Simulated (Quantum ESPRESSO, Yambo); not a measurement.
An input for Yambo 5.3.0 (SiH2C (chair-type functionalised monolayer)):

```
optics
bss
bse
em1s
dipoles
rim_cut
rim_w
RandQpts= 3000000
RandGvec= 100 RL
CUTGeo= "slab z"
RandGvecW= 9 RL
Chimod= "HARTREE"
BSKmod= "SEX"
BSEmod= "resonant"
BSSmod= "d"
BSENGexx= 30 Ry
BSENGBlk= 4 Ry
% BSEQptR
 1 | 1 |
%
% BSEBands
 3 | 9 |
%
% BEnRange
 0 | 10 | eV
%
% BDmRange
 0.1 | 0.1 | eV
%
BEnSteps= 101
% BLongDir
 1 | 0 | 0 |
%
% BndsRnXs
 1 | 26 |
%
NGsBlkXs= 4 Ry
% LongDrXs
 1 | 1 | 0 |
%
% KfnQP_E
 1.599 | 1.0 | 1.0 |
%
WRbsWF
```

```sh
OMP_NUM_THREADS=1 mpirun -n 4 yambo -F bse10.in -J bse10 -C bse10 > bse10.log
```

The stored states that it reads are on a 12×12×1 mesh. The cell holds 4 atoms: 1 C, 1 Si and 2 H. Its edges and angles: a = 3.123 Å, b = 3.123 Å, c = 15.000 Å, α = 90.0°, β = 90.0°, γ = 120.0°. Vacuum lies along c.

Question: Estimate wall time and host memory on 4 MPI ranks of Arm Neoverse V1, shared host.

It took 2.4 min; on shared hardware allow 73 s to 4.8 min. Peak host memory was 2.2 GiB.

The kernel grows as the square of the matrix size, and full diagonalisation as its cube.

[Paths, hosts, dates, memory and timing lines, banners, echoed tables and standing remarks are left out of the program output.]

[Logs are printed without paths, hosts, clocks, repeated set-up lines and the standing remarks that a program may print on its own settings, such as how far it seeks lower states.]

[Runs of the session that timed out or met a known fault of the program may be left out.]

[Hosts, paths, dates, database ids (printed as entryN), source tags and the programs' standing remarks are cut or masked in the printed files.]
